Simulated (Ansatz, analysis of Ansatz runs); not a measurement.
**How often does Cl try the jump in Rb2MgCl4 (I4/mmm)?**

Aim: the prefactor of a hop in Rb2MgCl4 (I4/mmm) (V_Cl hop (3.5 Å), charge +1) from the modes of the moving atom at the start and at the top of a path found beforehand. Model: a cell of 56 host atoms with 1 Cl taken out.

Main program and level: Ansatz 0.2.0; plane-wave PAW DFT, PBEsol; finite-difference force constants of the moving atom alone.

## 1. The starting structure

The cell holds 55 atoms: 16 Rb, 8 Mg and 31 Cl. Its edges and angles: a = 9.932 Å, b = 9.932 Å, c = 16.039 Å, α = 90.0°, β = 90.0°, γ = 90.0°. It derives from Rb2MgCl4 (space group I4/mmm). Nearest the centre at fractional (0.125, 0.625, 0.500): Cl26 at 1.67 Å, Mg20 at 1.82 Å, Cl22 at 2.79 Å, Cl24 at 2.79 Å, Rb15 at 3.03 Å, Rb17 at 3.03 Å, Cl13 at 3.83 Å, Cl54 at 3.87 Å. The cell carries charge +1.

The cell's shortest repeat is 9.9 Å.

## 2. Vibrations of the moving atom at the start point

Harmonic transition-state theory takes the prefactor from the modes at the minimum and at the top. Only the moving atom is displaced, by 0.02 Å, which takes six displaced runs and a reference; the host's atoms are held.

The input, qp1.start.modes/input.yaml:

```yaml
crystal:
  lattice:
    - [9.93179577, 0.0, 0.0]
    - [0.0, 9.93179577, 0.0]
    - [0.0, 0.0, 16.03920526]
  atoms:
    - { symbol: Rb, position: [-0.01070976, 0.00045155, 0.35520987] }
    - { symbol: Rb, position: [0.25026108, 0.25221885, 0.85805128] }
    - { symbol: Rb, position: [-0.01143229, 0.00067388, 0.64471425] }
    - { symbol: Rb, position: [0.25009913, 0.25220065, 0.14184163] }
    - { symbol: Mg, position: [0.00082346, -5.863e-05, -0.00011596] }
    - { symbol: Mg, position: [0.25001999, 0.24055645, 0.50003296] }
    - { symbol: Cl, position: [0.0013243, -6.833e-05, 0.15674705] }
    - { symbol: Cl, position: [0.25014114, 0.2875768, 0.64659996] }
    - { symbol: Cl, position: [0.00153989, 2.009e-05, 0.84323082] }
    - { symbol: Cl, position: [0.24996986, 0.28620546, 0.35325029] }
    - { symbol: Cl, position: [0.00064647, 0.24926471, -3.056e-05] }
    - { symbol: Cl, position: [0.25009335, -0.00028838, 0.50048632] }
    - { symbol: Cl, position: [0.00308221, 0.25954394, 0.49995267] }
    - { symbol: Cl, position: [0.25002928, -1.151e-05, 4.65e-05] }
    - { symbol: Rb, position: [-0.01477917, 0.49993217, 0.35106695] }
    - { symbol: Rb, position: [0.25000857, 0.74787901, 0.85804132] }
    - { symbol: Rb, position: [-0.0149063, 0.4997807, 0.64891696] }
    - { symbol: Rb, position: [0.25005181, 0.74762375, 0.14188435] }
    - { symbol: Mg, position: [-0.00022506, 0.4999999, 4.486e-05] }
    - { symbol: Mg, position: [0.24973653, 0.7588353, 0.50011331] }
    - { symbol: Cl, position: [-0.00075148, 0.49991461, 0.15477178] }
    - { symbol: Cl, position: [0.24971578, 0.71084981, 0.64646416] }
    - { symbol: Cl, position: [-0.0010042, 0.49991677, 0.84521282] }
    - { symbol: Cl, position: [0.24950478, 0.71166775, 0.3535586] }
    - { symbol: Cl, position: [0.00079884, 0.75076973, -2.59e-05] }
    - { symbol: Cl, position: [0.00278752, 0.74112057, 0.5000901] }
    - { symbol: Cl, position: [0.25007211, 0.50012146, -0.00012058] }
    - { symbol: Rb, position: [0.51068589, 0.00023247, 0.35530009] }
    - { symbol: Rb, position: [0.75004872, 0.24951361, 0.8602209] }
    - { symbol: Rb, position: [0.51123844, 9.854e-05, 0.64475343] }
    - { symbol: Rb, position: [0.75003813, 0.24927503, 0.13981262] }
    - { symbol: Mg, position: [0.49901572, 6.341e-05, 0.00011734] }
    - { symbol: Mg, position: [0.74984253, 0.2513647, 0.49996243] }
    - { symbol: Cl, position: [0.49858303, 3.225e-05, 0.15676869] }
    - { symbol: Cl, position: [0.749844, 0.24702772, 0.65424979] }
    - { symbol: Cl, position: [0.49831224, 6.349e-05, 0.84315285] }
    - { symbol: Cl, position: [0.74996461, 0.24699777, 0.34563517] }
    - { symbol: Cl, position: [0.49945457, 0.24930242, -3.4e-05] }
    - { symbol: Cl, position: [0.74984966, 7.953e-05, 0.49987888] }
    - { symbol: Cl, position: [0.49686049, 0.25953302, 0.49988869] }
    - { symbol: Cl, position: [0.74991874, 0.00012002, -0.00011041] }
    - { symbol: Rb, position: [0.51459945, 0.50014114, 0.35106114] }
    - { symbol: Rb, position: [0.74999531, 0.75059613, 0.86025177] }
    - { symbol: Rb, position: [0.51472076, 0.50022915, 0.64883799] }
    - { symbol: Rb, position: [0.75002079, 0.75088466, 0.13982292] }
    - { symbol: Mg, position: [0.50000358, 0.50019706, -1.756e-05] }
    - { symbol: Mg, position: [0.74998633, 0.74895144, 0.49996893] }
    - { symbol: Cl, position: [0.50058853, 0.50005792, 0.15485896] }
    - { symbol: Cl, position: [0.74975743, 0.75341969, 0.65434599] }
    - { symbol: Cl, position: [0.50086597, 0.50013857, 0.84521432] }
    - { symbol: Cl, position: [0.74992628, 0.75338497, 0.34562005] }
    - { symbol: Cl, position: [0.49934493, 0.75078148, 3.294e-05] }
    - { symbol: Cl, position: [0.74997379, 0.50008162, 0.49996104] }
    - { symbol: Cl, position: [0.49684649, 0.74069106, 0.49990397] }
    - { symbol: Cl, position: [0.75001489, 0.50005612, 0.00013059] }
  symmetry: { detect: false }
total_charge: 1
basis:
  ecutwfc: 420
  xc_grid: 2
hamiltonian:
  xc: pbesol
kpoints:
  mp_grid: { grid: [1, 1, 1], shift: [0.25, 0.25, 0.25] }
scf:
  occupations: { method: fixed }
  max_iter: 150
phonons:
  supercell: [1, 1, 1]
  displaced_sites: [25]
  amplitude: 0.02
```

The run is started by

```sh
> ansatz run input.yaml --threads 32 --pin off --max-ram 84787MiB --backend cuda --events-out ev --progress --plain --runs-dir out --max-vram 78GiB
```

Numbers of over 12 decimals in the logs are rounded to 6 here.

Log:

```text
[... repeated set-up lines and file paths are left out, and long positions are rounded to six places ...]
Engine: ansatz 0.2.0, aarch64-unknown-linux-gnu
Pseudopotentials: kind: paw
Pseudopotential: Rb, paw, valence charge 9, recommended cutoff 420 eV (normal), Rb.paw.azcp
Pseudopotential: Mg, paw, valence charge 10, recommended cutoff 420 eV (normal), Mg.paw.azcp
Pseudopotential: Cl, paw, valence charge 7, recommended cutoff 420 eV (normal), Cl.paw.azcp
Functional definition: PBEsol
  exchange = pbesol_x
  correlation = pbesol_c
[...]
Crystal: 55 atoms, lattice volume = 1582.116 Å³
Basis set: ecut = 420 eV, 31017 PW (Γ), exchange–correlation on 144×144×216 points (8 copies of the dense FFT grid, shifted against one another)
Bands: 275, of which v1, the nominal top of the filled ones, is band 220 counted from 1 (219 counted from 0)
Symmetry: 1 space group operations
k-points: 1
Non-local potential: Rb, projectors of the file, l = 0: 3, l = 1: 2, l = 2: 2
Non-local potential: Mg, projectors of the file, l = 0: 3, l = 1: 2, l = 2: 1
Non-local potential: Cl, projectors of the file, l = 0: 2, l = 1: 2, l = 2: 2
PAW form: soft (Blöchl's): semilocal exchange-correlation on the pseudo side does not see the compensation charge
PAW frozen core: Rb, regenerated for the run's functional, and the local potential with it (the file was generated under x = pbe(κ = 0.804, μ = 0.219515), c = pbe(β = 0.066725))
PAW frozen core: Mg, regenerated for the run's functional, and the local potential with it (the file was generated under x = pbe(κ = 0.804, μ = 0.219515), c = pbe(β = 0.066725))
PAW frozen core: Cl, regenerated for the run's functional, and the local potential with it (the file was generated under x = pbe(κ = 0.804, μ = 0.219515), c = pbe(β = 0.066725))
PAW one-centre angular grid: Rb, 110 points (default); XC on 64 Gauss nodes
PAW one-centre angular grid: Mg, 110 points (default); XC on 64 Gauss nodes
PAW one-centre angular grid: Cl, 110 points (default); XC on 64 Gauss nodes
Initial density: superposition of atomic densities (neutral atoms scaled as one to the charged cell's electrons: chi_scale 0, normalization atom), corrected by the library's trained network
Initial wavefunctions: pseudopotential atomic-orbital guess
[...]
Functional: x = pbesol(κ = 0.804, μ = 0.123457), c = pbesol(β = 0.046)
SCF iter   1: F=—  HF=-99764.386260 eV  |F-HF|=—  |Δ(HF+E_count)|=         —  Δρ=3.02e-3  dr2=2.38e-1  ethr=1.77e-3  ⟨swp⟩=6.0  Hψ=879  notcnv=0  defer=53
preconditioner: auto → Resta (q_TF=auto, 2.204 Å⁻¹)  ε∞=2.8  [insulator: Δε(μ)=4.773 eV  Ē_g=12.801 eV  n_scr=294 (ndim 8)  ℏωp=17.3 eV  f_vac=0.105  ε∞_Penn≈2.8]
SCF iter   2: F=—  HF=-99764.322821 eV  |F-HF|=—  |Δ(HF+E_count)|=   6.34e-2  Δρ=1.24e-3  dr2=4.16e-2  ethr=5.41e-5  ⟨swp⟩=2.0  Hψ=507  notcnv=0  defer=53
[...]
SCF iter  10: F=-99764.314280 eV  HF=-99764.314280 eV  |F-HF|=2.47e-10  |Δ(HF+E_count)|=   2.66e-9  Δρ=8.50e-8  dr2=2.32e-10  ethr=1.00e-12  ⟨swp⟩=22.0  Hψ=2180  notcnv=0
SCF 1 converged in 10 iterations: F = -99764.314280 eV  dr2 = 2.32e-10
  greatest PAW one-centre occupation: 1.000 electrons in one spin orbital (limit 2), on the Mg atom at site 19 (counted from 0), in its partial waves of l = 0
[...]
iter 1 solved again at ethr=4.88e-8 eV; its pass at ethr=3.10e-3 eV (dr2=2.15e-4 eV) is discarded
SCF iter   1: F=—  HF=-99764.312861 eV  |F-HF|=—  |Δ(HF+E_count)|=         —  Δρ=1.20e-4  dr2=2.22e-4  ethr=4.88e-8  ⟨swp⟩=4.0  Hψ=1011  notcnv=0  defer=53
SCF iter   2: F=—  HF=-99764.312832 eV  |F-HF|=—  |Δ(HF+E_count)|=   2.94e-5  Δρ=6.76e-5  dr2=6.30e-5  ethr=4.88e-8  ⟨swp⟩=2.0  Hψ=294  notcnv=0  defer=50
[...]
SCF iter   7: F=-99764.312623 eV  HF=-99764.312623 eV  |F-HF|=4.37e-11  |Δ(HF+E_count)|=   1.08e-9  Δρ=4.42e-8  dr2=3.98e-11  ethr=1.00e-12  ⟨swp⟩=4.0  Hψ=907  notcnv=0
SCF 2 converged in 7 iterations: F = -99764.312623 eV  dr2 = 3.98e-11
[...]
iter 1 solved again at ethr=4.39e-10 eV; its pass at ethr=3.10e-3 eV (dr2=1.93e-6 eV) is discarded
[...]
SCF 3 converged in 5 iterations: F = -99764.313171 eV  dr2 = 8.88e-11
[...]
SCF 4 converged in 7 iterations: F = -99764.314113 eV  dr2 = 5.65e-11
[...]
SCF 5 converged in 5 iterations: F = -99764.313892 eV  dr2 = 3.63e-11
[...]
SCF 6 converged in 7 iterations: F = -99764.313891 eV  dr2 = 5.07e-11
[...]
SCF 7 converged in 5 iterations: F = -99764.313909 eV  dr2 = 4.14e-11
SCF converged after 10 iterations
[...]
[... 11 atoms left out ...]
  atom  47  Mg    -0.00588253    -0.00174883    -0.00063425
  [... 6 atoms left out ...]
  atom  54  Cl     0.00953668     0.00710031     0.00064447
  [... 1 atom left out ...]
  max |Σ_I F_I| component: 1.50e-6 eV/Å
--- Band table (eV) ---
  k-point 0: bands = ["-71.6617", "-71.6576", "-71.5234", "-71.5184", [... 49 left out ...] "-11.3400", "-11.3030", "-11.1786", "-11.1"]
--- Phonons: 6 displaced members + reference (amplitude 0.02 Å, Σ member SCF iterations 36) ---
  symmetry images taken by strict's conditions (phonons.symmetry_images: auto; settled by no image being taken that strict refuses)
  force constants formed among 1 of 55 sites (Cl 25); the other 54 at rest. The modes move the named sites alone.
  the frequencies, the zero-point energy and the sums are of the block with the acoustic sum rule laid on its rows. Row sums over every site: 1.5e-4 eV/Å² at the most
  transpose residual: 1.3e-4 eV/Å²
  largest component of a force at the reference: 1.3e-2 eV/Å on a named site, 1.5e-2 eV/Å on a site at rest
  frequencies among the named sites at Γ of the cell (cm⁻¹): 102.10 120.77 230.86
  unstable modes among the named sites: 0
  frequencies as built, with no sum rule (cm⁻¹): 102.09 120.77 230.86
  zero-point energy: 0.028128 eV/cell   skipped modes (ω ≤ 0): 0
  not written: the harmonic force-constant file, the file of eigenvectors (these modes' are written with the force constants), the density of states and the dispersion, which are of every site
```

Wall time 2.6 s (1 × NVIDIA GB200 with 32 threads of Arm Neoverse V2, shared host); peak memory 1.9 GiB.

The column dr2 measures how far the density is from self-consistency, as an energy; F and HF (Harris–Foulkes) agree once it is small.

This step gave:

| Property | Result |
| --- | --- |
| free energy | -99764.3143 eV |
| frequencies of moving atom | 102.1, 120.8, 230.9 cm⁻¹ (negative: imaginary) |

The three modes are 102, 121 and 231 cm⁻¹: all real, a minimum for this atom with the others held.

## 3. Vibrations of the moving atom at the top of the path

The same at the top, where the mode along the path should be imaginary.

The input, qp1.top.modes/input.yaml:

```yaml
crystal:
  lattice:
    - [9.93179577, 0.0, 0.0]
    - [0.0, 9.93179577, 0.0]
    - [0.0, 0.0, 16.03920526]
  atoms:
    - { symbol: Rb, position: [-0.00100982, 0.00226586, 0.35152611] }
    - { symbol: Rb, position: [0.25292264, 0.25366063, 0.85936672] }
[... 3 atom lines left out ...]
    - { symbol: Mg, position: [0.23870192, 0.24544793, 0.49999417] }
[... 5 atom lines left out ...]
    - { symbol: Cl, position: [0.23423225, 0.0015151, 0.50069141] }
    - { symbol: Cl, position: [-0.00793831, 0.24530753, 0.49992612] }
[... 1 atom line left out ...]
    - { symbol: Rb, position: [-0.02830405, 0.47153001, 0.34347767] }
[... 1 atom line left out ...]
    - { symbol: Rb, position: [-0.02746709, 0.47243884, 0.65614269] }
[... 2 atom lines left out ...]
    - { symbol: Mg, position: [0.26088786, 0.76073745, 0.50005766] }
[... 1 atom line left out ...]
    - { symbol: Cl, position: [0.26453355, 0.7641531, 0.65433648] }
[... 1 atom line left out ...]
    - { symbol: Cl, position: [0.2660074, 0.7660513, 0.34574248] }
[... 1 atom line left out ...]
    - { symbol: Cl, position: [0.09642877, 0.59643373, 0.4993828] }
[... 20 atom lines left out ...]
    - { symbol: Mg, position: [0.74558749, 0.73859523, 0.49995862] }
[... 5 atom lines left out ...]
    - { symbol: Cl, position: [0.74552905, 0.49195017, 0.49993436] }
    - { symbol: Cl, position: [0.5016485, 0.73397667, 0.50051465] }
    - { symbol: Cl, position: [0.75238329, 0.50265118, 2.949e-05] }
  symmetry: { detect: false }
total_charge: 1
basis:
  ecutwfc: 420
  xc_grid: 2
hamiltonian:
  xc: pbesol
kpoints:
  mp_grid: { grid: [1, 1, 1], shift: [0.25, 0.25, 0.25] }
scf:
  occupations: { method: fixed }
  max_iter: 150
phonons:
  supercell: [1, 1, 1]
  displaced_sites: [25]
  amplitude: 0.02
```

Log:

```text
[...]
Crystal: 55 atoms, lattice volume = 1582.116 Å³
Basis set: ecut = 420 eV, 31017 PW (Γ), exchange–correlation on 144×144×216 points (8 copies of the dense FFT grid, shifted against one another)
Bands: 275, of which v1, the nominal top of the filled ones, is band 220 counted from 1 (219 counted from 0)
[... 1 set-up line as in the run before ...]
k-points: 1
[...]
SCF iter   1: F=—  HF=-99763.878327 eV  |F-HF|=—  |Δ(HF+E_count)|=         —  Δρ=2.99e-3  dr2=2.27e-1  ethr=1.77e-3  ⟨swp⟩=6.0  Hψ=881  notcnv=0  defer=51
[...]
SCF iter   2: F=—  HF=-99763.815928 eV  |F-HF|=—  |Δ(HF+E_count)|=   6.24e-2  Δρ=1.22e-3  dr2=3.79e-2  ethr=5.17e-5  ⟨swp⟩=3.0  Hψ=508  notcnv=0  defer=53
[...]
SCF iter  10: F=-99763.804418 eV  HF=-99763.804418 eV  |F-HF|=1.16e-10  |Δ(HF+E_count)|=   1.18e-9  Δρ=5.83e-8  dr2=8.97e-11  ethr=1.00e-12  ⟨swp⟩=22.0  Hψ=2297  notcnv=0
SCF 1 converged in 10 iterations: F = -99763.804418 eV  dr2 = 8.97e-11
[...]
SCF iter   2: F=—  HF=-99763.804040 eV  |F-HF|=—  |Δ(HF+E_count)|=   1.25e-5  Δρ=5.97e-5  dr2=3.94e-5  ethr=3.42e-8  ⟨swp⟩=2.0  Hψ=377  notcnv=0  defer=52
[...]
SCF iter   7: F=-99763.803482 eV  HF=-99763.803482 eV  |F-HF|=1.31e-10  |Δ(HF+E_count)|=   1.96e-9  Δρ=5.55e-8  dr2=7.57e-11  ethr=1.00e-12  ⟨swp⟩=5.0  Hψ=991  notcnv=0
SCF 2 converged in 7 iterations: F = -99763.803482 eV  dr2 = 7.57e-11
[...]
SCF 3 converged in 5 iterations: F = -99763.803703 eV  dr2 = 8.32e-11
[...]
SCF 4 converged in 7 iterations: F = -99763.803491 eV  dr2 = 7.60e-11
[...]
SCF 5 converged in 5 iterations: F = -99763.803696 eV  dr2 = 8.34e-11
[...]
SCF 6 converged in 7 iterations: F = -99763.803764 eV  dr2 = 7.40e-11
[...]
SCF 7 converged in 5 iterations: F = -99763.803682 eV  dr2 = 4.39e-11
SCF converged after 10 iterations
[...]
[... 9 atoms left out ...]
  atom  47  Mg     0.00058776    -0.00755202     0.00108092
  [... 6 atoms left out ...]
  atom  54  Cl    -0.00134783    -0.00088219    -0.00452630
  [... 1 atom left out ...]
  max |Σ_I F_I| component: 1.79e-6 eV/Å
--- Band table (eV) ---
[...]
transpose residual: 6.0e-6 eV/Å²
[...]
frequencies among the named sites at Γ of the cell (cm⁻¹): -54.79 163.32 257.54
  unstable modes among the named sites: 1
  frequencies as built, with no sum rule (cm⁻¹): -54.76 163.32 257.55
  zero-point energy: 0.026090 eV/cell   skipped modes (ω ≤ 0): 1, of them read as no rigid motion or as one in doubt: 1 (1.000e0 modes/cell left out, lowest -54.79 cm⁻¹)
[...]
```

It took 2.8 s on 1 × NVIDIA GB200 with 32 threads; peak memory 1.9 GiB; 12 s of CPU time.

This step gave:

```
free energy                : -99763.8044 eV
frequencies of moving atom : -54.79, 163.3, 257.5 cm⁻¹ (negative: imaginary)
```

The three modes are 55i, 163 and 258 cm⁻¹: one imaginary, a saddle of first order for this atom with the others held.

## 4. Attempt frequency and hop rate

Analysis of the runs above: harmonic transition-state theory from the moving atom's modes alone (Vineyard), PBEsol.

It gives:

```yaml
attempt_frequency: 2.029 THz
```

Hop rate against temperature:

```csv
temperature (K),hop rate (1/s)
200,0.288
300,5520
400,7.6e5
600,1.1e8
800,1.2e9
1000,5.5e9
```

## 5. Outcome

```yaml
attempt_frequency_attempt_frequency_and_hop_rate: 2.03 THz
```

The attempt frequency, the product of the three frequencies at the start over that of the two real ones at the top (Vineyard), is 2.0 THz. With the barrier of 0.51 eV it gives 1.1e+08 hops a second at 600 K along this one path; equivalent neighbouring sites multiply that. The host's atoms were held, though they move along the path too, so the prefactor is rough. What this leaves open: one k-point off the zone centre stands for the whole zone.

[Logs are printed without paths, hosts, clocks, repeated set-up lines and the standing remarks that a program may print on its own settings, such as how far it seeks lower states.]

[Hosts, paths, dates, database ids (printed as entryN), source tags and the programs' standing remarks are cut or masked in the printed files.]
